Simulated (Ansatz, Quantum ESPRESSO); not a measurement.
# Ba: work function by face, part 3 of 7

Wanted: work functions of Ba face by face, under two functionals.

Quantum ESPRESSO 7.5; plane-wave DFT, PBE, GBRV ultrasoft pseudopotentials; geometry and cross-check by Ansatz 0.2.0 with PAW datasets.

So far. Step 2 (Relaxation with Ansatz of (110)):  Held were the atoms numbered 3, 4 and 5; the forces quoted are those on the free ones.

## Step 5: Self-consistent run of (110), LDA

The same atoms under a second functional.

Level of this step: plane-wave DFT, LDA, GBRV ultrasoft pseudopotentials (Quantum ESPRESSO 7.5).

Input file 110.lda.in:

```
&control
  prefix = '110.lda'
  outdir = './out'
  pseudo_dir = './pseudo'
  calculation = 'scf'
  tprnfor = .true.
/
&system
  ibrav = 0
  nat = 7
  ntyp = 1
  ecutwfc = 40
  ecutrho = 200
  occupations = 'smearing'
  smearing = 'mv'
  degauss = 0.02
/
&electrons
  conv_thr = 1e-07
  mixing_beta = 0.4
  electron_maxstep = 120
  mixing_mode = 'local-TF'
/
ATOMIC_SPECIES
  Ba  137.3270  ba_lda_v1.uspp.F.UPF
CELL_PARAMETERS angstrom
  3.54967604160000 -2.51000000000000 0.00000000000000
  3.54967604160000 2.51000000000000 0.00000000000000
  0.00000000000000 0.00000000000000 37.29805624930000
ATOMIC_POSITIONS crystal
  Ba  0.000000000000 0.000000000000 0.216271923471
  Ba  0.500000000000 0.500000000000 0.309277830626
  Ba  0.000000000000 0.000000000000 0.404829463000
  Ba  0.500000000000 0.500000000000 0.500000000000
  Ba  0.000000000000 0.000000000000 0.595170537000
  Ba  0.500000000000 0.500000000000 0.690722346934
  Ba  0.000000000000 0.000000000000 0.783728394748
K_POINTS automatic
  8 8 1 0 0 0
```

Launch:

```
$ OMP_NUM_THREADS=1 mpirun -n 4 pw.x -nk 4 -in 110.lda.in > 110.lda.out
```

Numbers of over 12 decimals in the logs are rounded to 6 here.

The log of the run:

```text
[banner, memory and clock lines left out]
Program PWSCF v.7.5 starts
[...]
Message from routine setup:
[...]
number of electrons       =        70.00
     number of Kohn-Sham states=           42
     kinetic-energy cutoff     =      40.0000  Ry
     charge density cutoff     =     200.0000  Ry
[...]
number of k points=    21  Marzari-Vanderbilt smearing, width (Ry)=  0.0200
[...]
Dense  grid:   214383 G-vectors     FFT dimensions: (  40,  40, 320)
[...]
negative rho (up, down):  6.866E-01 0.000E+00
     Starting wfcs are   91 randomized atomic wfcs
[...]
negative rho (up, down):  6.691E-01 0.000E+00
[...]
estimated scf accuracy    <       0.93042934 Ry
[...]
negative rho (up, down):  5.985E-01 0.000E+00
[...]
estimated scf accuracy    <       0.69239188 Ry
[...]
negative rho (up, down):  6.387E-01 0.000E+00
[...]
estimated scf accuracy    <       0.13064038 Ry
[...]
negative rho (up, down):  6.399E-01 0.000E+00
[...]
estimated scf accuracy    <       0.04180704 Ry
[...]
negative rho (up, down):  6.505E-01 0.000E+00
[...]
estimated scf accuracy    <       0.03446216 Ry
[...]
negative rho (up, down):  6.407E-01 0.000E+00
[...]
estimated scf accuracy    <       0.02918084 Ry
[...]
negative rho (up, down):  6.496E-01 0.000E+00
[...]
estimated scf accuracy    <       0.00815975 Ry
[...]
negative rho (up, down):  6.478E-01 0.000E+00
[...]
estimated scf accuracy    <       0.09599104 Ry
[...]
negative rho (up, down):  6.481E-01 0.000E+00
[...]
estimated scf accuracy    <       0.06283507 Ry
[...]
negative rho (up, down):  6.427E-01 0.000E+00
[...]
estimated scf accuracy    <       0.00098356 Ry
[...]
negative rho (up, down):  6.401E-01 0.000E+00
[...]
estimated scf accuracy    <       0.00142165 Ry
[...]
negative rho (up, down):  6.411E-01 0.000E+00
[...]
estimated scf accuracy    <       0.00020016 Ry
[...]
negative rho (up, down):  6.411E-01 0.000E+00
[...]
estimated scf accuracy    <       0.00001611 Ry
[...]
negative rho (up, down):  6.418E-01 0.000E+00
[...]
estimated scf accuracy    <       0.00001956 Ry
[...]
negative rho (up, down):  6.416E-01 0.000E+00
[...]
estimated scf accuracy    <       0.00001856 Ry
[...]
negative rho (up, down):  6.416E-01 0.000E+00
[...]
estimated scf accuracy    <       0.00000025 Ry
[...]
negative rho (up, down):  6.417E-01 0.000E+00
[...]
estimated scf accuracy    <       0.00000054 Ry
[...]
negative rho (up, down):  6.416E-01 0.000E+00
[...]
the Fermi energy is     2.9675 ev
!    total energy              =    -492.35402538 Ry
     estimated scf accuracy    <       0.00000003 Ry
     smearing contrib. (-TS)   =       0.00385457 Ry
     internal energy E=F+TS    =    -492.35787995 Ry
[...]
one-electron contribution =   -1412.77671737 Ry
     hartree contribution      =     714.04151482 Ry
     xc contribution           =    -193.03325086 Ry
     ewald contribution        =     399.41057346 Ry
     convergence has been achieved in  18 iterations
     negative rho (up, down):  6.416E-01 0.000E+00
[...]
Total force =     0.008220     Total SCF correction =     0.000142
[...]
```

Elapsed: 3.1 min, on 4 MPI ranks of Arm Neoverse V2, shared host; peak memory 2.2 GiB; 12 min of CPU time.

Numbers from this step:

| Quantity | Value |
| --- | --- |
| free energy | -6698.8178 eV |
| Fermi energy | 2.967 eV |

## Step 6: Potential by pp.x of (110)

Input file 110.lda.pot.in:

```
&inputpp
  prefix = '110.lda'
  outdir = './out'
  filplot = '110.lda.pot.dat'
  plot_num = 11
/
```

Launch:

```
$ OMP_NUM_THREADS=1 mpirun -n 4 pp.x -in 110.lda.pot.in > 110.lda.pot.out
```

Elapsed: 1.2 s, on 4 MPI ranks; peak memory 0.33 GiB; 4.5 s of CPU time.

Numbers from this step:

| Property | Result |
| --- | --- |
| work function of the upper face | 2.570 eV |
| slope of the potential above | 0.005074 eV/Å |
| upper vacuum line continued to the top atoms, over the Fermi level | 2.544 eV |
| work function of the lower face | 2.571 eV |
| slope of the potential below | -0.002893 eV/Å |
| lower vacuum line continued to the bottom atoms, over the Fermi level | 2.555 eV |

On (110) the work function under LDA lies +0.17 eV from PBE's.

## Step 7: Geometry from Ansatz of (100)

Level of this step: plane-wave DFT, PBE, Ansatz PAW (Ansatz 0.2.0).

System of this step: Ba(100), 5 layers. The cell holds 5 atoms: 5 Ba. Cell: a = 5.020 Å, b = 5.020 Å, c = 26.040 Å, α = 90.0°, β = 90.0°, γ = 90.0°. It derives from Ba. Vacuum lies along c.

Input file input.yaml:

```yaml
crystal:
  lattice:
    - [5.02, 0.0, 0.0]
    - [0.0, 5.02, 0.0]
    - [0.0, 0.0, 26.04]
  atoms:
    - { symbol: Ba, position: [0.0, 0.0, 0.3072196621] }
    - { symbol: Ba, position: [0.5, 0.5, 0.403609831] }
    - { symbol: Ba, position: [0.0, 0.0, 0.5] }
    - { symbol: Ba, position: [0.5, 0.5, 0.596390169] }
    - { symbol: Ba, position: [0.0, 0.0, 0.6927803379] }
kpoints:
  mp_grid: { grid: [6, 6, 1] }
hamiltonian:
  xc: pbe
scf:
  occupations: { method: fermi_dirac, width: 0.1 }
  convergence: { dr2_threshold: 1.0e-08 }
efield:
  axis: 3
  dipole_correction: true
  ramp_position: 0.97
  ramp_width: 0.04
relax:
  f_tol: 0.01
  constraints: [{ sites: [2] }]
output:
  write_potential: true
  write_density: true
  volumetric_format: npy
```

Launch:

```
$ ansatz run input.yaml --threads 4 --pin off --max-ram 8192MiB --backend cpu --events-out ev --progress --plain --runs-dir out
```

The log of the run:

```text
[...]
Crystal: 5 atoms, lattice volume = 656.218 Å³
Basis set: ecut = 420 eV, 12859 PW (Γ), exchange–correlation on 72×72×360 points (8 copies of the dense FFT grid, shifted against one another)
Bands: 30, of which v1, the nominal top of the filled ones, is band 25 counted from 1 (24 counted from 0)
Symmetry: 8 space group operations
k-points: 10 of 36
[...]
SCF iter   1: F=—  HF=-29746.804278 eV  |F-HF|=—  |Δ(HF+E_count)|=         —  Δρ=9.07e-4  dr2=5.84e-2  ethr=1.77e-3  p=0.001 e·Å  D=3.75e-4 V/Å  ΔV_dip=-0.01 eV  dr2_dipole=3.38e-4  V_vac-E_F(+/−)=2.31/2.32 eV  ⟨swp⟩=14.9  Hψ=4984  notcnv=0
[...]
SCF iter   8: F=-29746.802814 eV  HF=-29746.802814 eV  |F-HF|=9.35e-10  |Δ(HF+E_count)|=   1.75e-8  Δρ=3.28e-7  dr2=2.43e-9  ethr=2.00e-11  p=0.000 e·Å  D=1.00e-5 V/Å  ΔV_dip=-0.00 eV  dr2_dipole=1.89e-11  V_vac-E_F(+/−)=2.37/2.37 eV  ⟨swp⟩=10.5  Hψ=2494  notcnv=0
SCF 1 converged in 8 iterations: F = -29746.802814 eV  dr2 = 2.43e-9
[...]
relax step   1: F+E_penalty+E_count = -29746.80281407 eV  Δ(F+E_penalty+E_count) = +0.000e0 eV  max|allowed force component| = 1.028e-1 eV/Å  Δτ_max = 0.0000 Å  (8 SCF iters, accepted)
Bands: 35, of which v1, the nominal top of the filled ones, is band 25 counted from 1 (24 counted from 0)
[...]
SCF iter   7: F=-29746.807935 eV  HF=-29746.807935 eV  |F-HF|=8.55e-10  |Δ(HF+E_count)|=   8.28e-9  Δρ=2.12e-7  dr2=9.73e-10  ethr=2.00e-11  p=0.000 e·Å  D=1.03e-5 V/Å  ΔV_dip=-0.00 eV  dr2_dipole=1.78e-15  V_vac-E_F(+/−)=2.36/2.36 eV  ⟨swp⟩=10.2  Hψ=2321  notcnv=0
SCF 2 converged in 7 iterations: F = -29746.807935 eV  dr2 = 9.73e-10
relax step   2: F+E_penalty+E_count = -29746.80793485 eV  Δ(F+E_penalty+E_count) = -5.121e-3 eV  max|allowed force component| = 7.054e-2 eV/Å  Δτ_max = 0.0215 Å  (7 SCF iters, accepted)
SCF iter   1: F=—  HF=-29746.815893 eV  |F-HF|=—  |Δ(HF+E_count)|=         —  Δρ=7.43e-4  dr2=4.67e-2  ethr=1.81e-3  p=0.000 e·Å  D=1.04e-5 V/Å  ΔV_dip=-0.00 eV  dr2_dipole=3.49e-11  V_vac-E_F(+/−)=2.35/2.35 eV  ⟨swp⟩=5.5  Hψ=1083  notcnv=0
[...]
SCF iter   8: F=-29746.812670 eV  HF=-29746.812670 eV  |F-HF|=1.51e-9  |Δ(HF+E_count)|=   9.30e-9  Δρ=3.47e-7  dr2=2.02e-9  ethr=2.00e-11  p=0.000 e·Å  D=1.15e-5 V/Å  ΔV_dip=-0.00 eV  dr2_dipole=3.01e-15  V_vac-E_F(+/−)=2.36/2.36 eV  ⟨swp⟩=10.8  Hψ=2498  notcnv=0
SCF 3 converged in 8 iterations: F = -29746.812670 eV  dr2 = 2.02e-9
relax step   3: F+E_penalty+E_count = -29746.81267027 eV  Δ(F+E_penalty+E_count) = -4.735e-3 eV  max|allowed force component| = 1.653e-3 eV/Å  Δτ_max = 0.0438 Å  (8 SCF iters, accepted)
NSCF: frozen V_eff on 10 k-points
[...]
SCF converged after 8 iterations
Free energy (F): -29746.812670 eV
[...]
Internal energy: -29746.525755 eV  (E = F + TS)
E sigma→0 (E₀):  -29746.669212 eV
Entropy (-TS):   -0.286916 eV (-57.383 meV/atom)
Fermi energy:    1.676720 eV
Dipole field:    D = 0.000011 V/Å  (p = 0.000042 e·Å, saw-weighted, corrected)
Work function:   Φ+ = 2.3583 eV   Φ− = 2.3587 eV
[...]
--- Forces (eV/Å), atoms counted from 1 ---
  atom   1  Ba    -0.00000000     0.00000000    -0.00056013
  atom   2  Ba    -0.00000000     0.00000000     0.00165254
  atom   3  Ba     0.00000000     0.00000000    -0.00000002
  atom   4  Ba    -0.00000000     0.00000000    -0.00165261
  atom   5  Ba     0.00000000     0.00000000     0.00056023
  max |Σ_I F_I| component: 6.65e-9 eV/Å
--- Band table (eV; the first three rows and the last of 10) ---
  k-point 0: bands = [... 21 lower, -0.3116, 0.4592, 1.1571, 1.2566, 1.2618, 1.6542, 2.2307, 2.3664, ... 6 higher]
  k-point 1: bands = [... 21 lower, -0.1087, 0.6012, 1.2430, 1.3555, 1.4319, 1.7587, 2.2013, 2.4042, ... 6 higher]
  k-point 2: bands = [... 21 lower, 0.3934, 0.8302, 1.1997, 1.4003, 1.7476, 2.0545, 2.2631, 2.4443, ... 6 higher]
  k-point 9: bands = [... 21 lower, 1.0220, 1.5223, 1.6339, 1.9854, 2.0551, 2.0551, 2.1531, 2.1531, ... 6 higher]
--- Relaxed structure (3 steps of the walk, 3 accepted, 0 SCFs on fresh bases) ---
  F+E_penalty+E_count = -29746.81267027 eV   max|allowed force component| = 1.653e-3 eV/Å
  atoms:
    - { symbol: Ba, position: [0, 0.0, 0.305086] }
    - { symbol: Ba, position: [0.5, 0.5, 0.405798] }
    - { symbol: Ba, position: [0.0, 0.0, 0.500000] }
    - { symbol: Ba, position: [0.5, 0.5, 0.594202] }
    - { symbol: Ba, position: [0, 0.0, 0.694914] }
```

Run time: 15 s. Hardware: 4 threads; peak memory 0.93 GiB.

Relaxation path:

```csv
step,energy less that of the first step (eV),largest force component (eV/Å)
1,0.0000,0.1028
2,-0.0051,0.0705
3,-0.0099,0.0017
```

Forces are held to the 8 operations that the run works with; a distortion that breaks them can't arise in this run.

The atoms that moved most (Å):

```csv
atom,dx,dy,dz,length
Ba4,0.000,0.000,-0.057,0.057
Ba2,0.000,0.000,0.057,0.057
Ba1,0.000,0.000,-0.056,0.056
Ba5,0.000,0.000,0.056,0.056
```

The relaxation lowers the energy by 2 meV an atom. Held were the atoms numbered 3; the forces quoted are those on the free ones.

This step gave:

* free energy: -29746.8127 eV
* energy at zero smearing: -29746.6692 eV
* smearing term TS: 0.2869 eV
* Fermi energy: 1.677 eV
* symmetry operations: 8
* work function of the upper face: 2.358 eV
* work function of the lower face: 2.359 eV
* dipole along the normal: 4.17e-5 e·Å

(Continued in part 4 of 7.)

[Logs are printed without paths, hosts, clocks, repeated set-up lines and the standing remarks that a program may print on its own settings, such as how far it seeks lower states.]

[Hosts, paths, dates, database ids (printed as entryN), source tags and the programs' standing remarks are cut or masked in the printed files.]

[Maps of the electrostatic potential energy from Ansatz leave out the sawtooth potential of an applied field or a dipole correction, so their vacuum need not be flat; planar profiles and work functions include it.]
